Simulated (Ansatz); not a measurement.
# K on Pd(111): change of the work function, part 3 of 6

Aim: the work function of Pd(111) at several coverages of K (top site), and the dipole that each adsorbate carries.

Ansatz 0.2.0; plane-wave DFT, LDA, Ansatz PAW (the session's first sound run).

So far, work function, upper face (eV): step 2 (the clean slab) 5.63; step 3 (37 atoms, coverage 0.111 ML, cell 3x3) 2.74.

### Step 4. Adsorbate added, k-mesh 6×6×1, coverage 0.25 ML

System of this step: KPd16 (K/Pd(111)). The cell holds 17 atoms: 16 Pd and 1 K. Its edges and angles: a = 5.501 Å, b = 5.501 Å, c = 28.192 Å, α = 90.0°, β = 90.0°, γ = 60.0°. Vacuum lies along c.

Another coverage, to see how the dipoles act on each other as their distance changes.

input.yaml

```yaml
crystal:
  lattice:
    - [5.5012907577, 0.0, 0.0]
    - [2.7506453788, 4.7642575497, 0.0]
    - [0.0, 0.0, 28.1922080561]
  atoms:
    - { symbol: Pd, position: [0.0, 0.0, 0.3192371446] }
    - { symbol: Pd, position: [0.1666666667, 0.1666666667, 0.3989007362] }
    - { symbol: Pd, position: [0.3333333333, 0.3333333333, 0.4758397309] }
    - { symbol: Pd, position: [0.0, 0.0, 0.5533872347] }
    - { symbol: Pd, position: [0.0, 0.5, 0.3192371446] }
    - { symbol: Pd, position: [0.1666666667, 0.6666666667, 0.3989007362] }
    - { symbol: Pd, position: [0.3333333333, 0.8333333333, 0.4758397309] }
    - { symbol: Pd, position: [0.0, 0.5, 0.5533872347] }
    - { symbol: Pd, position: [0.5, 0.0, 0.3192371446] }
    - { symbol: Pd, position: [0.6666666667, 0.1666666667, 0.3989007362] }
    - { symbol: Pd, position: [0.8333333333, 0.3333333333, 0.4758397309] }
    - { symbol: Pd, position: [0.5, 0.0, 0.5533872347] }
    - { symbol: Pd, position: [0.5, 0.5, 0.3192371446] }
    - { symbol: Pd, position: [0.6666666667, 0.6666666667, 0.3989007362] }
    - { symbol: Pd, position: [0.8333333333, 0.8333333333, 0.4758397309] }
    - { symbol: Pd, position: [0.5, 0.5, 0.5533872347] }
    - { symbol: K, position: [0.0, 0.0, 0.6807628554] }
kpoints:
  mp_grid: { grid: [6, 6, 1] }
hamiltonian:
  xc: lda
scf:
  occupations: { method: fermi_dirac, width: 0.1 }
  convergence: { dr2_threshold: 1.0e-08 }
efield:
  axis: 3
  dipole_correction: true
  ramp_position: 0.97
  ramp_width: 0.06
relax:
  f_tol: 0.02
  max_steps: 60
  constraints: [{ sites: [0, 1, 4, 5, 8, 9, 12, 13] }]
output:
  bader: true
  dos: { projected: true, e_range: [-8, 4] }
  write_potential: true
  write_density: true
  volumetric_format: npy
  elf: true
```

Launch:

```
ansatz run input.yaml --threads 4 --pin off --max-ram 12288MiB --backend cpu --events-out ev --progress --plain --runs-dir out
```

Numbers of over 12 decimals in the logs are rounded to 6 here.

Output:

```text
[...]
Crystal: 17 atoms, lattice volume = 738.906 Å³
Basis set: ecut = 420 eV, 14405 PW (Γ)
Bands: 179, of which v1, the nominal top of the filled ones, is band 149 counted from 1 (148 counted from 0)
Symmetry: 6 space group operations
[...]
k-points: 7 of 36 (time reversal used)
[...]
SCF iter   1: F=—  HF=-111005.111343 eV  |F-HF|=—  |Δ(HF+E_count)|=         —  Δρ=1.66e-2  dr2=1.67e1  ethr=1.77e-3  p=0.467 e·Å  D=1.14e-1 V/Å  ΔV_dip=-3.22 eV  dr2_dipole=8.11e-1  V_vac-E_F(+/−)=1.77/4.99 eV  ⟨swp⟩=7.6  Hψ=5623  notcnv=0  defer=52
[...]
SCF iter  13: F=-111004.698283 eV  HF=-111004.698283 eV  |F-HF|=3.86e-9  |Δ(HF+E_count)|=   1.37e-8  Δρ=6.66e-7  dr2=7.77e-9  ethr=3.37e-12  p=0.481 e·Å  D=1.18e-1 V/Å  ΔV_dip=-3.32 eV  dr2_dipole=4.82e-10  V_vac-E_F(+/−)=2.34/5.66 eV  ⟨swp⟩=16.7  Hψ=9348  notcnv=0
SCF 1 converged in 13 iterations: F = -111004.698283 eV  dr2 = 7.77e-9
[...]
relax step   1: F+E_penalty+E_count = -111004.69828289 eV  Δ(F+E_penalty+E_count) = +0.000e0 eV  max|allowed force component| = 8.741e-1 eV/Å  Δτ_max = 0.0000 Å  (13 SCF iters, accepted)
[...]
SCF iter  12: F=-111004.836911 eV  HF=-111004.836911 eV  |F-HF|=4.16e-9  |Δ(HF+E_count)|=  3.64e-10  Δρ=5.38e-7  dr2=5.69e-9  ethr=3.37e-12  p=0.493 e·Å  D=1.21e-1 V/Å  ΔV_dip=-3.40 eV  dr2_dipole=8.72e-11  V_vac-E_F(+/−)=2.26/5.66 eV  ⟨swp⟩=8.0  Hψ=7056  notcnv=0
SCF 2 converged in 12 iterations: F = -111004.836911 eV  dr2 = 5.69e-9
relax step   2: F+E_penalty+E_count = -111004.83691110 eV  Δ(F+E_penalty+E_count) = -1.386e-1 eV  max|allowed force component| = 9.158e-1 eV/Å  Δτ_max = 0.1476 Å  (12 SCF iters, accepted)
SCF iter   1: F=—  HF=-111005.041306 eV  |F-HF|=—  |Δ(HF+E_count)|=         —  Δρ=2.38e-3  dr2=1.72e-1  ethr=3.83e-4  p=0.493 e·Å  D=1.21e-1 V/Å  ΔV_dip=-3.40 eV  dr2_dipole=3.50e-3  V_vac-E_F(+/−)=2.27/5.67 eV  ⟨swp⟩=6.0  Hψ=3066  notcnv=0  defer=77
[...]
SCF iter  12: F=-111005.032585 eV  HF=-111005.032585 eV  |F-HF|=2.94e-9  |Δ(HF+E_count)|=   4.41e-9  Δρ=2.63e-7  dr2=2.40e-9  ethr=3.37e-12  p=0.512 e·Å  D=1.25e-1 V/Å  ΔV_dip=-3.54 eV  dr2_dipole=7.21e-10  V_vac-E_F(+/−)=2.12/5.66 eV  ⟨swp⟩=14.1  Hψ=8256  notcnv=0
SCF 3 converged in 12 iterations: F = -111005.032585 eV  dr2 = 2.40e-9
relax step   3: F+E_penalty+E_count = -111005.03258479 eV  Δ(F+E_penalty+E_count) = -1.957e-1 eV  max|allowed force component| = 9.113e-1 eV/Å  Δτ_max = 0.1950 Å  (12 SCF iters, accepted)
[...]
relax step   4: F+E_penalty+E_count = -111005.21069862 eV  Δ(F+E_penalty+E_count) = -1.781e-1 eV  max|allowed force component| = 7.892e-1 eV/Å  Δτ_max = 0.1950 Å  (12 SCF iters, accepted)
[...]
relax step   5: F+E_penalty+E_count = -111005.34290513 eV  Δ(F+E_penalty+E_count) = -1.322e-1 eV  max|allowed force component| = 4.921e-1 eV/Å  Δτ_max = 0.1983 Å  (12 SCF iters, accepted)
[...]
relax step   6: F+E_penalty+E_count = -111005.41582025 eV  Δ(F+E_penalty+E_count) = -7.292e-2 eV  max|allowed force component| = 1.437e-1 eV/Å  Δτ_max = 0.2000 Å  (13 SCF iters, accepted)
[...]
relax step   7: F+E_penalty+E_count = -111005.41926855 eV  Δ(F+E_penalty+E_count) = -3.448e-3 eV  max|allowed force component| = 1.055e-1 eV/Å  Δτ_max = 0.1098 Å  (12 SCF iters, accepted)
SCF iter   1: F=—  HF=-111005.422069 eV  |F-HF|=—  |Δ(HF+E_count)|=         —  Δρ=8.80e-4  dr2=2.26e-2  ethr=2.73e-5  p=0.571 e·Å  D=1.40e-1 V/Å  ΔV_dip=-3.94 eV  dr2_dipole=5.53e-3  V_vac-E_F(+/−)=1.71/5.65 eV  ⟨swp⟩=3.0  Hψ=2898  notcnv=0  defer=92
[...]
SCF iter  10: F=-111005.421628 eV  HF=-111005.421628 eV  |F-HF|=7.60e-9  |Δ(HF+E_count)|=   5.60e-9  Δρ=6.67e-7  dr2=9.33e-9  ethr=3.37e-12  p=0.571 e·Å  D=1.40e-1 V/Å  ΔV_dip=-3.94 eV  dr2_dipole=2.26e-13  V_vac-E_F(+/−)=1.71/5.65 eV  ⟨swp⟩=14.3  Hψ=8828  notcnv=0
SCF 8 converged in 10 iterations: F = -111005.421628 eV  dr2 = 9.33e-9
relax step   8: F+E_penalty+E_count = -111005.42162795 eV  Δ(F+E_penalty+E_count) = -2.359e-3 eV  max|allowed force component| = 5.671e-3 eV/Å  Δτ_max = 0.0405 Å  (10 SCF iters, accepted)
[...]
SCF converged after 10 iterations
Free energy (F): -111005.421628 eV
[...]
Internal energy: -111004.389806 eV  (E = F + TS)
E sigma→0 (E₀):  -111004.905717 eV
Entropy (-TS):   -1.031822 eV (-60.695 meV/atom)
Fermi energy:    4.204339 eV
Dipole field:    D = 0.139930 V/Å  (p = 0.571398 e·Å, saw-weighted, corrected)
Work function:   Φ+ = 1.7090 eV   Φ− = 5.6539 eV
[...]
--- Forces (eV/Å), atoms counted from 1 ---
  atom   1  Pd     0.00000000     0.00000000     0.32667879
  atom   2  Pd     0.03547671     0.02048249    -0.29839173
  atom   3  Pd    -0.00000000     0.00000000    -0.00070603
  atom   4  Pd     0.00000000    -0.00000000    -0.00367622
  atom   5  Pd     0.00280548    -0.00161974     0.32981482
  atom   6  Pd     0.00000000    -0.04096498    -0.29839173
  atom   7  Pd     0.00039256    -0.00022664     0.00034264
  atom   8  Pd    -0.00066980     0.00038671     0.00274936
  atom   9  Pd    -0.00000000     0.00323948     0.32981482
  atom  10  Pd    -0.03547671     0.02048249    -0.29839173
  atom  11  Pd    -0.00000000     0.00045328     0.00034264
  atom  12  Pd     0.00000000    -0.00077342     0.00274936
  atom  13  Pd    -0.00280548    -0.00161974     0.32981482
  atom  14  Pd    -0.00000000    -0.00000000    -0.43137093
  atom  15  Pd    -0.00039256    -0.00022664     0.00034264
  atom  16  Pd     0.00066980     0.00038671     0.00274936
  atom  17  K      0.00000000     0.00000000     0.00567082
  max |Σ_I F_I| component: 1.42e-4 eV/Å
--- Band table (eV; the first three rows and the last of 7) ---
  k-point 0: bands = [... 145 lower, 4.3223, 4.4515, 4.4515, 4.5049, 4.5449, 4.5449, 4.5462, 4.8403, ... 26 higher]
  k-point 1: bands = [... 145 lower, 4.2123, 4.2283, 4.2839, 4.3723, 4.3724, 4.3834, 4.4503, 4.7845, ... 26 higher]
  k-point 2: bands = [... 145 lower, 3.9512, 4.1121, 4.1428, 4.1530, 4.1754, 4.2411, 4.3610, 4.3647, ... 26 higher]
  k-point 6: bands = [... 145 lower, 3.9609, 3.9703, 3.9709, 3.9851, 3.9941, 3.9976, 4.0286, 4.0366, ... 26 higher]
--- Relaxed structure (8 steps of the walk, 8 accepted, 0 SCFs on fresh bases) ---
  F+E_penalty+E_count = -111005.42162795 eV   max|allowed force component| = 5.671e-3 eV/Å
  atoms:
    - { symbol: Pd, position: [0.0, 0.0, 0.319237] }
    - { symbol: Pd, position: [0.166667, 0.166667, 0.398901] }
    - { symbol: Pd, position: [0.333333, 0.333333, 0.477152] }
[...]
- { symbol: Pd, position: [5.551115123125783e-17, 0.5, 0.319237] }
    - { symbol: Pd, position: [0.166667, 0.666667, 0.398901] }
    - { symbol: Pd, position: [0.336875, 0.831562, 0.475898] }
    - { symbol: Pd, position: [-0.000195394, 0.500098, 0.555714] }
    - { symbol: Pd, position: [0.500000, 0.0, 0.319237] }
    - { symbol: Pd, position: [0.666667, 0.166667, 0.398901] }
    - { symbol: Pd, position: [0.831562, 0.336875, 0.475898] }
    - { symbol: Pd, position: [0.500098, -0.000195394, 0.555714] }
    - { symbol: Pd, position: [0.500000, 0.500000, 0.319237] }
    - { symbol: Pd, position: [0.666667, 0.666667, 0.398901] }
    - { symbol: Pd, position: [0.831562, 0.831562, 0.475898] }
    - { symbol: Pd, position: [0.500098, 0.500098, 0.555714] }
    - { symbol: K, position: [-3.904136000814696e-18, -1.561654400347168e-17, 0.645107] }
--- Bader charges: 17 sites ---
  site symbol  charge [e]  shift [e]
     0     Pd     -0.0340     0.0000
     1     Pd      0.0323     0.0000
     2     Pd      0.0277     0.0000
     3     Pd     -0.1726     0.0002
     4     Pd     -0.0343     0.0000
     5     Pd      0.0323     0.0000
     6     Pd      0.0256     0.0001
     7     Pd     -0.1976     0.0000
     8     Pd     -0.0343     0.0000
     9     Pd      0.0323     0.0000
    10     Pd      0.0256     0.0001
    11     Pd     -0.1976     0.0000
    12     Pd     -0.0343     0.0000
    13     Pd      0.0307     0.0000
    14     Pd      0.0256     0.0001
    15     Pd     -0.1976     0.0000
    16      K      0.6701     0.0001
  estimated error of the sums over rays = 5.7e-4 e
```

Wall time 4.5 min (4 threads of Arm Neoverse V1, shared host); peak memory 3 GiB; 18 min of CPU time.

The steps of the relaxation:

| step | energy less that of the first step (eV) | largest force component (eV/Å) |
| --- | --- | --- |
| 1 | 0.0000 | 0.8741 |
| 2 | -0.1386 | 0.9158 |
| 3 | -0.3343 | 0.9113 |
| 4 | -0.5124 | 0.7892 |
| 5 | -0.6446 | 0.4921 |
| 6 | -0.7175 | 0.1437 |
| 7 | -0.7210 | 0.1055 |
| 8 | -0.7233 | 0.0057 |

Forces are held to the 6 operations that the run works with; a distortion that breaks them can't arise in this run.

The atoms that moved most (Å):

| atom | dx | dy | dz | length |
| --- | --- | --- | --- | --- |
| K17 | 0.000 | 0.000 | -1.005 | 1.005 |
| Pd4 | 0.000 | 0.000 | -0.089 | 0.089 |
| Pd16 | 0.001 | 0.000 | 0.066 | 0.066 |
| Pd12 | 0.000 | -0.001 | 0.066 | 0.066 |
| Pd8 | -0.001 | 0.000 | 0.066 | 0.066 |
| Pd3 | 0.000 | 0.000 | 0.037 | 0.037 |
| Pd11 | 0.000 | 0.017 | 0.002 | 0.017 |
| Pd7 | 0.015 | -0.008 | 0.002 | 0.017 |

Final coordinates:

```cif
data_structure
_symmetry_space_group_name_H-M 'P 1'
_symmetry_Int_Tables_number 1
_cell_length_a 5.5013
_cell_length_b 5.5013
_cell_length_c 28.1922
_cell_angle_alpha 90.000
_cell_angle_beta 90.000
_cell_angle_gamma 60.000
_cell_volume 738.91
loop_
_atom_site_label
_atom_site_type_symbol
_atom_site_fract_x
_atom_site_fract_y
_atom_site_fract_z
_atom_site_occupancy
Pd1 Pd 0.00000 0.00000 0.31924 1
Pd2 Pd 0.16667 0.16667 0.39890 1
Pd3 Pd 0.33333 0.33333 0.47715 1
Pd4 Pd 0.00000 0.00000 0.55024 1
Pd5 Pd 0.00000 0.50000 0.31924 1
Pd6 Pd 0.16667 0.66667 0.39890 1
Pd7 Pd 0.33688 0.83156 0.47590 1
Pd8 Pd 0.99980 0.50010 0.55571 1
Pd9 Pd 0.50000 0.00000 0.31924 1
Pd10 Pd 0.66667 0.16667 0.39890 1
Pd11 Pd 0.83156 0.33688 0.47590 1
Pd12 Pd 0.50010 0.99980 0.55571 1
Pd13 Pd 0.50000 0.50000 0.31924 1
Pd14 Pd 0.66667 0.66667 0.39890 1
Pd15 Pd 0.83156 0.83156 0.47590 1
Pd16 Pd 0.50010 0.50010 0.55571 1
K17 K 0.00000 0.00000 0.64511 1
```

Numbers from this step:

```yaml
energy_at_zero_smearing: -111004.9057 eV
work_function_upper_face: 1.709 eV
work_function_lower_face: 5.654 eV
dipole_along_the_normal: 0.5714 e·Å
step_between_the_vacuum_levels: -3.945 eV
```

Running mean over 2.246 Å of the planar mean; the ramp of the sawtooth is left out. Table of electron's electrostatic potential energy less the Fermi level by z:

| z (Å) | electron's electrostatic potential energy less the Fermi level (eV) |
| --- | --- |
| 3.5 | 5.65 |
| 4.0 | 5.65 |
| 4.5 | 5.65 |
| 5.0 | 5.65 |
| 5.5 | 5.64 |
| 6.0 | 5.60 |
| 6.5 | 5.45 |
| 7.0 | 4.79 |
| 7.5 | 2.16 |
| 8.0 | -2.82 |
| 8.5 | -6.81 |
| 9.0 | -8.05 |
| 9.5 | -8.24 |
| 10.0 | -8.30 |
| 10.5 | -8.34 |
| 11.0 | -8.44 |
| 11.5 | -8.64 |
| 12.0 | -9.03 |
| 12.5 | -9.13 |
| 13.0 | -8.79 |
| 13.5 | -8.58 |
| 14.0 | -8.71 |
| 14.5 | -8.82 |
| 15.0 | -8.60 |
| 15.5 | -8.28 |
| 16.0 | -7.62 |
| 16.5 | -4.98 |
| 17.0 | -1.30 |
| 17.5 | 0.443 |
| 18.0 | 0.223 |
| 18.5 | -0.188 |
| 19.0 | -0.0297 |
| 19.5 | 0.685 |
| 20.0 | 1.30 |
| 20.5 | 1.53 |
| 21.0 | 1.62 |
| 21.5 | 1.66 |
| 22.0 | 1.68 |
| 22.5 | 1.70 |
| 23.0 | 1.70 |
| 23.5 | 1.71 |
| 24.0 | 1.71 |
| 24.5 | 1.71 |
| 25.0 | 1.71 |

The density of states has structure finer than the step of the table below, so its rows give means over 0.25 eV, whole bins alone (the curve runs from -8 to 1.98 eV). Peaks (eV: height): -3.550: 53.2, -2.680: 54.5, -2.560: 60.5, -2.290: 47.8, -1.200: 49.4, -0.330: 50.6, -0.210: 49.4.

The density of states by energy, zero at the Fermi level; means over each step:

| energy (eV) | density of states (states/eV a cell) |
| --- | --- |
| -7.25 | 0 |
| -7.00 | 0.0596 |
| -6.75 | 0.902 |
| -6.50 | 0.974 |
| -6.25 | 1.10 |
| -6.00 | 1.18 |
| -5.75 | 1.79 |
| -5.50 | 2.95 |
| -5.25 | 8.94 |
| -5.00 | 20.8 |
| -4.75 | 28.6 |
| -4.50 | 29.3 |
| -4.25 | 24.2 |
| -4.00 | 26.6 |
| -3.75 | 25.8 |
| -3.50 | 23.4 |
| -3.25 | 25.0 |
| -3.00 | 24.5 |
| -2.75 | 46.0 |
| -2.50 | 38.2 |
| -2.25 | 33.9 |
| -2.00 | 33.2 |
| -1.75 | 30.7 |
| -1.50 | 26.9 |
| -1.25 | 31.1 |
| -1.00 | 34.7 |
| -0.75 | 37.0 |
| -0.50 | 24.3 |
| -0.25 | 44.5 |
| 0.00 | 35.1 |
| 0.25 | 10.2 |
| 0.50 | 6.84 |
| 0.75 | 5.10 |
| 1.00 | 2.85 |
| 1.25 | 8.46 |
| 1.50 | 6.83 |
| 1.75 | 4.79 |

Projected DOS per atom over height of the atomic layer and energy from the Fermi level. Layers: Pd4 Pd4 Pd4 Pd4 K from below.

Values in states/eV, 22 rows by 5 columns, each cell a mean:
```
0.03 0.02 0.03 0.03 0.24
0.11 0.08 0.07 0.09 0.44
0.05 0.05 0.07 0.07 0.52
0.32 0.28 0.28 0.26 0.50
2.07 2.40 2.31 1.73 0.32
2.09 1.65 1.63 1.95 0.21
2.78 1.57 1.69 2.45 0.27
1.96 1.47 1.52 1.89 0.27
2.27 1.40 1.28 2.23 0.25
2.51 1.73 1.66 2.56 0.12
2.19 2.48 2.48 2.44 0.08
1.30 1.44 1.43 1.37 0.06
1.57 1.64 1.42 1.50 0.02
1.42 1.57 1.39 1.51 0.05
0.79 2.38 2.65 1.14 0.15
0.30 1.49 1.73 0.49 0.15
0.03 0.11 0.13 0.05 0.09
0.01 0.02 0.02 0.01 0.04
0.00 0.00 0.00 0.01 0.03
0.00 0.00 0.00 0.00 0.02
0.00 0.00 0.00 0.00 0.00
0.00 0.00 0.00 0.00 0.00
```
Columns: height of the atomic layer (Å) from 9 to 18.2 (not evenly spaced); rows upwards: energy from the Fermi level (eV) from -7.96 to 1.95.

ELF in the ca plane at fractional y = 0.000, with atoms of Pd and K within 0.2 Å of it. It is the smooth field of the valence electrons, not physical close to the nuclei.

Ten even steps from '0' (0.00) to '9' (0.87), each cell a mean:
```
45532222211122224545531599899510000000000000
55422222222222223455421289997300000000000000
33222344322234222233221036763100000000000000
22222344322344322222221001210000000000000000
33222244322344322233222100000000000000000000
55422222222222222455532210000000000000000000
45532222211222223554542221100000000000000000
34532222111122223543542221110000000000000000
55532222211222222555542221000000000000000000
44322233222233222344322110000000000000000000
22222344322344322222222100000000000000000000
22222344322344322222221014542000000000000000
44322233222233222344321169986200000000000000
55532222211222223555531499998410000000000000
34532222111122224534531598799510000000000000
```
Columns run along c (16.0 Å, from fractional 0.32 to 0.88 of the cell), rows up along a (5.5 Å). Atoms in or near the plane, at fractional coordinates: Pd at (0.32, 0.00), Pd at (0.55, 0.00), Pd at (0.32, 0.50), Pd at (0.56, 0.50), K at (0.65, 0.00).

Valence density in the ca plane at fractional y = 0.000, with atoms of Pd and K within 0.2 Å of it. It is the smooth field of the valence electrons, not physical close to the nuclei.

Values in units of 1e0 e/Å³, 8 rows by 16 columns, each cell a mean:
```
6.7 0.5 0.3 0.2 0.3 0.4 6.0 3.0 0.6 2.8 0.5 0.0 0.0 0.0 0.0 0.0
0.6 0.3 1.2 0.4 1.0 0.5 0.5 0.3 0.1 0.3 0.1 0.0 0.0 0.0 0.0 0.0
1.3 0.3 0.9 0.4 0.8 0.4 1.0 0.8 0.1 0.0 0.0 0.0 0.0 0.0 0.0 0.0
9.2 0.6 0.3 0.2 0.2 0.3 6.5 5.8 0.1 0.0 0.0 0.0 0.0 0.0 0.0 0.0
6.7 0.5 0.3 0.2 0.3 0.3 4.7 4.2 0.1 0.0 0.0 0.0 0.0 0.0 0.0 0.0
0.6 0.3 1.2 0.4 1.1 0.5 0.5 0.4 0.1 0.0 0.0 0.0 0.0 0.0 0.0 0.0
1.3 0.3 0.9 0.4 0.8 0.4 1.2 0.6 0.2 0.7 0.1 0.0 0.0 0.0 0.0 0.0
9.2 0.6 0.3 0.2 0.2 0.4 8.1 4.2 0.7 3.5 0.7 0.0 0.0 0.0 0.0 0.0
```
Columns run along c (16.0 Å, from fractional 0.32 to 0.88 of the cell), rows up along a (5.5 Å). Atoms in or near the plane, at fractional coordinates: Pd at (0.32, 0.00), Pd at (0.55, 0.00), Pd at (0.32, 0.50), Pd at (0.56, 0.50), K at (0.65, 0.00).

Electrostatic potential energy in the ca plane at fractional y = 0.000, with atoms of Pd and K within 0.2 Å of it. With pseudopotentials it is smooth inside the atoms' cores, unlike the true potential.

Ten even steps from '0' (-52 eV) to '9' (8 eV), each cell a mean:
```
00379999999999996100389741137899999999999999
33689988999988998533699864468999999999999999
78999866899866899878999988889999999999999999
99999755799755799999999999999999999999999999
77899866899866899987899999999999999999999999
23689988999988999633589999999999999999999999
00379999999999998300169999999999999999999999
00279999999999997200159999999999999999999999
01489999999999998411379999999999999999999999
56899877899877899865799999999999999999999999
89999755799755799999999999999999999999999999
89999755799766799999999998899999999999999999
55799877899878898756899986678999999999999999
01489999999999997201489852247999999999999999
00279999999999995000279730026899999999999999
```
Columns run along c (16.0 Å, from fractional 0.32 to 0.88 of the cell; values clipped at the 3rd and 97th percentile), rows up along a (5.5 Å). Atoms in or near the plane, at fractional coordinates: Pd at (0.32, 0.00), Pd at (0.55, 0.00), Pd at (0.32, 0.50), Pd at (0.56, 0.50), K at (0.65, 0.00).

The relaxation took 8 steps and lowered the energy by 0.72 eV; the largest force on the free atoms ends at 0.0057 eV/Å.

By hand: a sheet of dipoles makes a step −p/(ε₀A) in the electron's potential. With e/ε₀ = 180.95 V·Å, p = 0.5714 e·Å and A = 26.21 Å², that is −180.95 × (0.5714) / 26.21 = -3.945 eV, and the two vacuum levels of the run differ by -3.945 eV.

The covered face has 1.71 eV, -3.92 eV against the clean one; the bare back face has moved by +0.00 eV, a measure of how thin the slab is.

### Step 5. Work function against coverage

This step: plane-wave DFT, LDA, Ansatz PAW; work function against coverage (Ansatz 0.2.0).

The runs are now put side by side.

Numbers from this step:

- work function of the clean face: 5.628 eV
- largest change of the work function: -3.919 eV

Table of work function of the covered face by coverage:

| coverage (adsorbates/nm²) | work function of the covered face (eV) |
| --- | --- |
| 0.00 | 5.63 |
| 1.70 | 2.74 |
| 3.82 | 1.71 |

The dipole per adsorbate comes from the change of the cell's dipole. Coverage, by row:

| coverage (1/nm²) | coverage (ML) | work function (eV) | change (eV) | dipole per adsorbate, positive end outwards (debye) | mean height of the added atoms over the highest substrate atom (Å) |
| --- | --- | --- | --- | --- | --- |
| 1.696 | 0.1111 | 2.739 | -2.889 | 4.538 | 2.611 |
| 3.815 | 0.25 | 1.709 | -3.919 | 2.73 | 2.52 |

(Part 3 of 6 ends here.)

[Logs are printed without paths, hosts, clocks, repeated set-up lines and the standing remarks that a program may print on its own settings, such as how far it seeks lower states.]

[Hosts, paths, dates, database ids (printed as entryN), source tags and the programs' standing remarks are cut or masked in the printed files.]

[Maps of the electrostatic potential energy from Ansatz leave out the sawtooth potential of an applied field or a dipole correction, so their vacuum need not be flat; planar profiles and work functions include it.]

[The density of states shown here was stored with 400 of the rows of the run's finer table, so its peaks can read low, often by over a quarter, or be missed, and its means over a window can be off by a tenth or more.]
